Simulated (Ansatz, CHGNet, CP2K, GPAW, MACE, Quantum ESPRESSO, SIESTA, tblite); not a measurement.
# CP2K runs on random packing of S (77 atoms), part 2 of 2

Aim: run random packing of S (77 atoms) in CP2K and see how near its forces come to a plane-wave reference, and at what cost.

Program: CP2K 2026.2; the method stands at each step. Banners, paths, timers and routine set-up lines are dropped from the logs unmarked, and long logs keep their key lines alone; longer cuts are marked.

So far. Step 3 (PBE, SZV-MOLOPT-SR, 350/50 Ry, diagonalisation): Against the first run (4.8 %), the force difference from the reference is 31 %, at 0.96 times the CPU time (on 1 against 4 cores) (53 SCF steps against 35), with 308 basis functions against 1001; this set comes with other potentials too, so the change isn't the basis's alone.

## Step 5: PBE, DZVP-UZH, 122/50 Ry, diagonalisation

Method: Kohn-Sham DFT, PBE, GTH-PBE pseudopotentials, Gaussian and plane waves, DZVP-MOLOPT (UZH set), diagonalisation.

input.inp

```
&GLOBAL
  PROJECT cell
  RUN_TYPE ENERGY_FORCE
  PRINT_LEVEL LOW
&END GLOBAL
&FORCE_EVAL
  METHOD QS
  STRESS_TENSOR ANALYTICAL
  &DFT
    BASIS_SET_FILE_NAME BASIS_MOLOPT_UZH
    POTENTIAL_FILE_NAME POTENTIAL_UZH
    &MGRID
      CUTOFF 122
      REL_CUTOFF 50
    &END MGRID
    &QS
      EPS_DEFAULT 1.0E-12
    &END QS
    &SCF
      SCF_GUESS ATOMIC
      EPS_SCF 5.0E-06
      MAX_SCF 200
      ADDED_MOS 14
      &DIAGONALIZATION
        ALGORITHM STANDARD
      &END DIAGONALIZATION
      &SMEAR ON
        METHOD FERMI_DIRAC
        ELECTRONIC_TEMPERATURE [K] 580
      &END SMEAR
      &MIXING
        METHOD BROYDEN_MIXING
        ALPHA 0.3
        NBROYDEN 12
      &END MIXING
      &PRINT
        &RESTART OFF
        &END RESTART
      &END PRINT
    &END SCF
    &XC
      &XC_FUNCTIONAL PBE
      &END XC_FUNCTIONAL
    &END XC
    &PRINT
      &MULLIKEN ON
      &END MULLIKEN
      &HIRSHFELD ON
        SHAPE_FUNCTION DENSITY
      &END HIRSHFELD
      &MO ON
        EIGENVALUES T
        OCCUPATION_NUMBERS T
        MO_INDEX_RANGE 220 243
        &EACH
          QS_SCF 0
        &END EACH
        ADD_LAST NUMERIC
      &END MO
    &END PRINT
  &END DFT
  &SUBSYS
    &CELL
      A 13.30610 0.00000 0.00000
      B 0.00000 13.30610 0.00000
      C 0.00000 0.00000 13.30610
    &END CELL
    &TOPOLOGY
      COORD_FILE_NAME structure.xyz
      COORD_FILE_FORMAT XYZ
    &END TOPOLOGY
    &KIND S
      BASIS_SET DZVP-MOLOPT-PBE-GTH-q6
      POTENTIAL GTH-PBE-q6
    &END KIND
  &END SUBSYS
  &PRINT
    &FORCES ON
    &END FORCES
    &STRESS_TENSOR ON
    &END STRESS_TENSOR
  &END PRINT
&END FORCE_EVAL
```

structure.xyz

```xyz
77

[... 77 atom lines left out: the same atoms as in the first run ...]
```

Run with:

```
> OMP_NUM_THREADS=2 cp2k.psmp -i input.inp > output.txt
```

Numbers of over 12 decimals in the logs are rounded to 6 here.

Output:

```text
CP2K| version string:                                       CP2K version 2026.2
 CP2K| Input file name                                                 input.inp
 GLOBAL| Basis set file name                                    BASIS_MOLOPT_UZH
 GLOBAL| Potential file name                                       POTENTIAL_UZH
[... lines left out ...]
 Number of electrons:                                                        462
[... lines left out ...]
  Step     Update method      Time    Convergence         Total energy    Change
[... lines left out ...]
  *** SCF run converged in    35 steps ***
[... lines left out ...]
  Fermi energy:                                                 0.018288
  Total energy:                                              -782.287438
  Total energy (extrapolated to T->0):                       -782.269761
[... lines left out ...]
 MO| E(Fermi):            0.018288 a.u.          0.497647 eV
[... lines left out ...]
 ENERGY| Total FORCE_EVAL ( QS ) energy [hartree]           -782.287452
[... lines left out ...]
 FORCES|      1 -6.34876934E-03  2.75385478E-03  3.55205530E-03   7.77866859E-03
 FORCES|      2  1.48710148E-02 -2.30963842E-02 -2.36413496E-02   3.62422882E-02
 FORCES|      3 -2.42842887E-02  2.84172145E-02 -3.22301443E-03   3.75186964E-02
[...]
FORCES|     76 -1.06218170E-03 -1.38162108E-02  4.00777731E-05   1.38570386E-02
 FORCES|     77 -4.49655259E-03 -1.95710066E-02 -1.41354642E-02   2.45571707E-02
 FORCES| Sum     1.34972250E-04  1.74090644E-04 -1.34935534E-04
 FORCES| Total atomic force                                       2.58326651E-04
 STRESS| Analytical stress tensor [bar]
 STRESS|                        x                   y                   z
 STRESS|      x       -1.01451948574E+05   5.14215739435E+03  -6.03864643673E+03
 STRESS|      y        5.14215739435E+03  -9.95464434423E+04   4.50986407435E+03
 STRESS|      z       -6.03864643673E+03   4.50986407435E+03  -9.13350301149E+04
 STRESS| 1/3 Trace                                            -9.74444740439E+04
```

Run time: 71 s. Hardware: 2 threads of Arm Neoverse V1, shared host; peak memory 0.82 GiB; 2.1 min of CPU time.

Against the reference:

| Item | Value |
| --- | --- |
| r.m.s. force component | 0.9312 eV/Å |
| r.m.s. difference of force components | 46.6 meV/Å |
| longest difference of force vectors | 161.8 meV/Å |
| force difference over r.m.s. force | 4.83 % |
| slope of forces against the reference's | 0.9647 |
| correlation of force components | 0.9994 |
| pressure | -9.744 GPa |
| pressure difference | 0.2562 GPa |
| energy less the same-level run's | 0.0028 meV/atom |
| r.m.s. force difference from the same-level run | 1.169 meV/Å |

This is a coarse setting, run to see what it loses.

Against the first run (4.8 %), the force difference from the reference is 4.8 %, at 0.50 times the CPU time (on 2 against 4 cores): the change moves forces by 1.2 meV/Å r.m.s., so most of the difference comes from elsewhere.

## Step 6: The ladder

Differences are against the plane-wave reference, forces as r.m.s. over components; share is that over the reference's r.m.s. force, slope the least-squares factor from reference forces to these. Total energies of different programs have different zeros and aren't compared.

```
                                                         run  Δ force, r.m.s. (meV/Å)  share (%)  slope  Δ pressure (GPa)  cores  CPU time  memory (GiB)
                                                   reference                        -          -      -                 -      4   1.7 min           2.2
              CP2K PBE, DZVP-UZH, 350/50 Ry, diagonalisation                     46.6       4.83  0.965             0.256      4   4.3 min           3.7
CP2K PBE, SZV-MOLOPT-SR, 350/50 Ry, diagonalisation (coarse)                      298       30.9  1.249             -1.55      1   4.1 min           2.7
        CP2K PBE, DZVP-MOLOPT-SR, 350/50 Ry, diagonalisation                     53.6       5.55  0.960             0.222      2   4.3 min           2.8
     CP2K PBE, DZVP-UZH, 122/50 Ry, diagonalisation (coarse)                     46.6       4.83  0.965             0.256      2   2.1 min          0.82
```

Rows marked coarse were listed beforehand as settings not expected to be converged; some can still land near the reference.

CPU time is summed over cores on a shared host, where runs went side by side, so it is rough. Symmetry, cutoffs, thresholds, outputs and thread counts weren't matched or tuned between programs; memory under MPI is the largest rank's times the ranks.

Within one program, basis, potentials and functional, energies share a zero. Each run against its twin at the usual cutoff or grid and solver:

```
                                           run                                  twin  Δ energy (meV/atom)  Δ force, r.m.s. (meV/Å)         CPU time over the twin's
CP2K PBE, DZVP-UZH, 122/50 Ry, diagonalisation  DZVP-UZH, 350/50 Ry, diagonalisation               0.0028                     1.17  0.50 (this twin ran on 4 cores)
```

A second geometry, displaced anew (every atom was moved at random, 0.06 Å r.m.s. a Cartesian component), gives an energy difference that all programs can be tested on. The reference puts it at -18.33 meV/atom.

```
                                                 run  energy less the first geometry's (meV/atom)  error (meV/atom)  force share at the second geometry (%)
      CP2K PBE, DZVP-UZH, 350/50 Ry, diagonalisation                                       -17.64             0.686                                    4.76
 CP2K PBE, SZV-MOLOPT-SR, 350/50 Ry, diagonalisation                                       -18.97            -0.646                                    30.6
CP2K PBE, DZVP-MOLOPT-SR, 350/50 Ry, diagonalisation                                       -17.62             0.709                                    5.46
      CP2K PBE, DZVP-UZH, 122/50 Ry, diagonalisation                                       -17.64             0.688                                    4.76
```

Further runs of this program without a result: CP2K GFN1-xTB, diagonalisation (not converged).

## Step 7: Results

| Quantity | Value |
| --- | --- |
| nearest in forces | a tie at 4.8 % of 2 runs: CP2K PBE, DZVP-UZH, 350/50 Ry, diagonalisation; CP2K PBE, DZVP-UZH, 122/50 Ry, diagonalisation (coarse) |

The PBE runs in local orbitals, coarse settings apart, differ by 4.8 % (CP2K PBE, DZVP-UZH, 350/50 Ry, diagonalisation) to 5.6 % (CP2K PBE, DZVP-MOLOPT-SR, 350/50 Ry, diagonalisation); basis, grid and potentials can all enter. Runs with settings chosen to be coarse differ by 4.8 % (CP2K PBE, DZVP-UZH, 122/50 Ry, diagonalisation) to 31 % (CP2K PBE, SZV-MOLOPT-SR, 350/50 Ry, diagonalisation), their programs' other errors included. None of the electronic-structure runs in the table takes under half the reference's CPU time of 1.7 min; they take 1.3 to 2.6 times as much. CP2K PBE, SZV-MOLOPT-SR, 350/50 Ry, diagonalisation stiffens the forces by a factor of 1.25 while following their directions (correlation 0.989); the slopes of the 4 CP2K runs lie between 0.96 and 1.25. In pressure, CP2K PBE, SZV-MOLOPT-SR, 350/50 Ry, diagonalisation misses by -1.5 GPa, at the same functional. The energy difference between the two geometries, -18.3 meV/atom in the reference, is met best by CP2K PBE, SZV-MOLOPT-SR, 350/50 Ry, diagonalisation (coarse) (-0.646) and worst by CP2K PBE, DZVP-MOLOPT-SR, 350/50 Ry, diagonalisation (+0.709). The reference's pressure of -10 GPa belongs to a cell and atoms that aren't relaxed at this level. The electronic-structure runs sample only Γ, in a cell whose shortest periodic width is 13 Å, which is coarse for a cell with partly filled levels.

[Also dropped from logs without a mark: logging warnings of Python, and SIESTA's first energy breakdown and zero terms.]

[Logs are printed without paths, hosts, clocks, repeated set-up lines and the standing remarks that a program may print on its own settings, such as how far it seeks lower states.]

[Hosts, paths, dates, database ids (printed as entryN), source tags and the programs' standing remarks are cut or masked in the printed files.]
